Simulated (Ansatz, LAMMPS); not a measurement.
# Gap against volume in amorphous 73P2O5-20PbO-7Al2O3 (mol %) (88 atoms)

Density of this cell: 3.48 g/cm³. The cell holds 88 atoms: 22 P, 3 Pb, 2 Al and 61 O. Cell: a = 10.408 Å, b = 10.538 Å, c = 10.231 Å, α = 96.1°, β = 88.4°, γ = 86.4°. The starting structure: 88 atoms (22 P, 3 Sr, 2 Al, 61 O) placed at random at 2.63 g/cm³, melted at 5000 K for 10 ps at fixed volume with the Morse and Coulomb pair potential with partial charges (Pedone, Malavasi, Menziani, Cormack and Segre, J. Phys. Chem. B 110, 11780 (2006)). Quenched from 5000 K to 300 K at 10 K/ps and fixed volume, held 10 ps at zero pressure, then minimised at fixed cell. Then Sr was replaced by Pb and the cell scaled by 1.008 (the potential has no terms for the new elements, so the cell is a start for a DFT relaxation).

Calculated with Ansatz 0.2.0: Kohn-Sham DFT, LDA, PAW (set soft_2), plane waves; cutoff 420 eV, Γ point, gaussian smearing of 0.025 eV. The relaxed cell was scaled evenly and the atoms were relaxed at each volume. The gap is that between the highest filled and the lowest empty Kohn-Sham level on the run's k-points.

| volume (Å³/atom) | gap (eV) |
| --- | --- |
| 11.383 | 4.424 |
| 11.889 | 4.496 |
| 12.268 | 4.362 |
| 12.647 | 4.271 |
| 13.027 | ? |
| 13.406 | 4.100 |

**Question.** Fit a straight line in ln V to the rows given and interpolate to the withheld row.

**Working.**

A volume deformation potential makes the spacing linear in u = ln(V/V0), with V0 = 12.647 Å³ the relaxed volume; v is the spacing.

```
u = ln(V/V0)  v (eV)
   -0.105360  4.4244
  -0.0618751  4.4962
  -0.0304597  4.3618
           0  4.2711
   0.0582696  4.0998
```

With n = 5: mean u = -0.0278851, mean v = 4.33066, Σ(u − ū)² = 0.015365, Σ(u − ū)(v − v̄) = -0.034520. Slope b = -0.034520 / 0.015365 = -2.2467; intercept a = v̄ − b ū = 4.2680.

At the withheld volume u = 0.02956, and v = a + b u.

Prediction at 13.027: 4.202 eV. The run gave 4.191 eV, so the fit is high by 0.011 eV (0.26 % of the value).

The rows don't follow a line (correlation 0.92 in size over all rows), so the slope of -2.25 eV is no deformation potential. Among the rows given, the largest miss of the fit is at 11.889, by 0.089 eV (22 % of the range of the table).

Limits: The table spans 16 % in volume, wide for a linear law. Semilocal functionals tend to put gaps under measured ones. Only the Γ point is sampled. Atoms move by up to 0.8 Å in these relaxations, so the structure changes along the series. Defect or tail levels can set the spacing of a disordered cell. Spin–orbit coupling is left out, which matters for the levels of the heavy elements.

[Long decimals in the printed logs are rounded to 6 places.]

[Logs are printed without paths, hosts, clocks, repeated set-up lines and the standing remarks that a program may print on its own settings, such as how far it seeks lower states.]

[Hosts, paths, dates, database ids (printed as entryN), source tags and the programs' standing remarks are cut or masked in the printed files.]
